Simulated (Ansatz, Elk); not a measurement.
# YBPt2Rh: X-ray structure factors from the self-consistent density

Structure refinements treat a crystal as free atoms side by side. For a made-up structure of YBPt2Rh (cell and positions from a PBE relaxation) the runs below show what the calculated density changes in F(hkl).

Method: DFT, PBE, all-electron APW+lo, Dirac cores, scalar-relativistic bands, static density, no spin, in Elk 11.2.3 (patched build).

This account leaves out most program logs.

The structure was built from a prototype and need not be the compound's stable phase.

### 1. The starting structure

It takes space group P4mm (No. 99, tetragonal). The conventional cell has a = 4.024 Å, b = 4.024 Å, c = 4.837 Å, α = 90.00°, β = 90.00°, γ = 90.00°. Nearest to Pt lie 2 B at 2.18 Å and 2 Rh at 2.82 Å and 4 Pt at 2.85 Å and 4 Y at 3.13 to 3.16 Å. Nearest to Rh lie 2 B at 2.02 to 2.82 Å and 4 Pt at 2.82 Å and 4 Y at 2.88 Å. Nearest to Y lie 4 Rh at 2.88 Å and 8 Pt at 3.13 to 3.16 Å and 4 B at 3.26 Å. Nearest to B lie 2 Rh at 2.02 to 2.82 Å and 4 Pt at 2.18 Å and 4 Y at 3.26 Å. Farther neighbours are not listed.

### 2. Ground state and structure factors

An all-electron density is needed, since X-rays see the cores too. Task 0 finds the density and task 195 Fourier-transforms it; tshift is off so that phases refer to the origin typed.

The input, elk.in:

```
tasks
  0
  195

xctype
  20

spinpol
  .false.

rgkmax
  7.0

gmaxvr
  14.0

lmaxo
  7

lmaxapw
  8

swidth
  0.002

tshift
  .false.

ramdisk
  .false.

hmaxvr
  5.5

maxscl
  120

epspot
  1e-06

sppath
  './'

avec
  7.60454958587 0.00000000000 0.00000000000
  0.00000000000 7.60454958587 0.00000000000
  0.00000000000 0.00000000000 9.14075505609

atoms
  4
  'Pt.in'
  2
  0.5000000000 0.0000000000 0.5018743773   0.000000 0.000000 0.000000
  -0.0000000000 0.5000000000 0.5018743773   0.000000 0.000000 0.000000
  'Rh.in'
  1
  0.5000000000 0.5000000000 0.0941552951   0.000000 0.000000 0.000000
  'Y.in'
  1
  0.0000000000 0.0000000000 1.0050289808   0.000000 0.000000 0.000000
  'B.in'
  1
  0.5000000000 0.5000000000 0.6774669695   0.000000 0.000000 0.000000

ngridk
  6 6 5
```

The run is started by

```sh
OMP_NUM_THREADS=4 elk
```

It took 75 s on 4 threads of Intel Xeon Platinum 8488C (Sapphire Rapids), shared host; peak memory 0.24 GiB; 4.3 min of CPU time.

SFACRHO.OUT:

```text

h k l indices transformed by vhmat matrix:
   1.000000000       0.000000000       0.000000000    
   0.000000000       1.000000000       0.000000000    
   0.000000000       0.000000000       1.000000000    

      h      k      l  multipl.   |H|            Re(F)            Im(F)           |F|

      0      0      0      1   0.0000000       245.00000     -0.31967273E-16   245.00000    
      0      0      1      1  0.68738143      -79.393126       18.938260       81.620623    
      0      0     -1      1  0.68738143      -79.393126      -18.938260       81.620623    
      1      0      0      4  0.82624030      -10.169276      0.13731020E-13   10.169276    
      0     -1     -1      4   1.0747866       1.9109108       17.271102       17.376494    
      0      1      1      4   1.0747866       1.9109108      -17.271102       17.376494    
      1      1      0      4   1.1684802      -64.016608      0.73859499E-14   64.016608    
     -1     -1     -1      4   1.3556693       190.31454      -19.864170       191.34840    
     -1      1      1      4   1.3556693       190.31454       19.864170       191.34840    
      0      0      2      1   1.3747629       172.97261       40.117001       177.56378    
      0      0     -2      1   1.3747629       172.97261      -40.117001       177.56378    
     -1      0      2      4   1.6039470       17.590253      -31.164736       35.786279    
      0      1     -2      4   1.6039470       17.590253       31.164736       35.786279    
      2      0      0      4   1.6524806       188.44027     -0.24017484E-13   188.44027    
      0     -2     -1      4   1.7897445      -68.025857      -15.348566       69.735900    
      0     -2      1      4   1.7897445      -68.025857       15.348566       69.735900    
     -1     -1      2      4   1.8042503      -82.568707       30.180285       87.911552    
     -1     -1     -2      4   1.8042503      -82.568707      -30.180285       87.911552
```

Elk indexes on the primitive cell of elk.in and gives |H| = 4π sin θ/λ in inverse bohr. Below, one row stands for each form hkl of the conventional cell (m members, Friedel mates merged), F is for one primitive cell and the density is static (no thermal factor). Free-atom factors are Waasmaier and Kirfel's, and R is Σm||F|−|F'||/Σm|F|.

```csv
hkl,m,sin θ/λ (Å⁻¹),"abs F, DFT",neutral atoms,diff.,abs of complex diff.
001,2,0.103,81.621,82.018,-0.397,0.398
100,4,0.124,10.169,10.068,+0.101,0.101
101,8,0.162,17.376,17.626,-0.249,0.252
110,4,0.176,64.017,64.313,-0.296,0.296
111,8,0.204,191.349,192.042,-0.693,0.719
002,2,0.207,177.564,178.189,-0.625,0.636
102,8,0.241,35.786,35.819,-0.033,0.139
200,4,0.248,188.440,189.081,-0.641,0.641
201,8,0.269,69.736,69.962,-0.226,0.249
112,8,0.271,87.912,88.344,-0.432,0.433
210,8,0.278,6.403,6.519,-0.117,0.117
211,16,0.296,14.650,14.694,-0.045,0.185
003,2,0.310,97.733,98.114,-0.381,0.381
202,8,0.323,152.854,153.104,-0.249,0.253
```

### 3. The highest occupied states alone

An energy window below the Fermi level keeps the highest occupied states, to see at which angles they scatter; shallow core shells can lie inside it and anion s states outside. No new self-consistency is needed.

elk.in, as its differences from that of step 2:

```diff
@@ -1,3 +1,2 @@
 tasks
-  0
   195
@@ -40,2 +39,5 @@
 
+wsfac
+  0.003900 0.671390
+
 sppath
```

The run is started by

```sh
OMP_NUM_THREADS=4 elk
```

The job ended after 10 s (4 threads; peak memory 0.16 GiB; 16 s of CPU time).

States within 10 eV below the Fermi level hold 34.59 electrons; any levels below the window count with the cores, and a count that is not whole means the window cuts a band. Their amplitudes can exceed the total, where window and core parts have opposite phase:

```csv
hkl,sin θ/λ (Å⁻¹),"abs F, window","abs F, all"
001,0.103,8.776,81.621
100,0.124,6.997,10.169
101,0.162,3.502,17.376
110,0.176,3.119,64.017
111,0.204,8.894,191.349
002,0.207,7.818,177.564
102,0.241,2.585,35.786
200,0.248,6.441,188.440
201,0.269,1.721,69.736
112,0.271,2.839,87.912
```

### 4. Another functional

The difference from free atoms is small, so it is set against the change that LDA (Perdew-Wang) makes.

elk.in, as its differences from that of step 3:

```diff
@@ -1,2 +1,3 @@
 tasks
+  0
   195
@@ -4,3 +5,3 @@
 xctype
-  20
+  3
 
@@ -39,5 +40,2 @@
 
-wsfac
-  0.003900 0.671390
-
 sppath
```

The run is started by

```sh
OMP_NUM_THREADS=4 elk
```

Elapsed: 49 s, on 4 threads; peak memory 0.17 GiB; 2.7 min of CPU time.

Against the first run R = 0.02 %; the largest change is -0.044 at 620.

### 5. Basis size

The basis and the expansions that go with it are enlarged, to see whether the differences are converged.

elk.in, as its differences from that of step 4:

```diff
@@ -5,3 +5,3 @@
 xctype
-  3
+  20
 
@@ -11,12 +11,12 @@
 rgkmax
-  7.0
+  8.5
 
 gmaxvr
-  14.0
+  18.0
 
 lmaxo
-  7
+  9
 
 lmaxapw
-  8
+  10
```

The run is started by

```sh
OMP_NUM_THREADS=4 elk
```

Elapsed: 3.1 min, on 4 threads; peak memory 0.43 GiB; 11 min of CPU time.

Against the first run R = 0.01 %; the largest change is +0.020 at 200.

### 6. Settings against the effect

```csv
run,R against the first run (%),"R against neutral atoms, low angle (%)",wall time
"PBE, rgkmax 7",0.00,0.41,75 s
LDA (Perdew-Wang),0.02,0.42,49 s
rgkmax 8.5 with larger expansions,0.01,0.41,3.1 min
```

### 7. Results

```json
{
 "R against neutral atoms, sin θ/λ < 0.3 Å⁻¹": "0.41 %",
 "R against neutral atoms, 0.3 to 0.83 Å⁻¹": "0.18 %"
}
```

What this shows: Independent neutral atoms miss the calculated amplitudes by R = 0.41 % below 0.3 Å⁻¹ and 0.18 % from there to 0.83 Å⁻¹; by shells, 0.59 % below 0.15 Å⁻¹ (2 forms), 0.40 % 0.15 to 0.3 (10 forms), 0.18 % 0.3 to 0.45 (20 forms), 0.18 % above 0.45 (112 forms). Bonding, aspherical density and the tables' own atoms all enter these figures, and the runs don't part them. The largest change of an amplitude is -0.69 electrons, at 111. R counts amplitudes alone; phases shift too. The window's part falls from 34.6 electrons at the origin to at most 0.55 between 0.45 and 0.83 Å⁻¹. Below 0.3 Å⁻¹ the changes that finished (LDA (Perdew-Wang) and rgkmax 8.5 with larger expansions) move F by R = 0.01 % at most, against the 0.41 % that separates it from free atoms. The k-mesh has no finished test. These runs have no spin, though d or f shells may be open. Spin-orbit coupling is left out, which can matter for elements this heavy. Part of the difference isn't bonding: the tables are fits to free atoms and ions calculated by other methods than this functional. Thermal motion, anomalous dispersion and extinction are left out.

[Logs are printed without paths, hosts, clocks, repeated set-up lines and the standing remarks that a program may print on its own settings, such as how far it seeks lower states.]

[Hosts, paths, dates, database ids (printed as entryN), source tags and the programs' standing remarks are cut or masked in the printed files.]
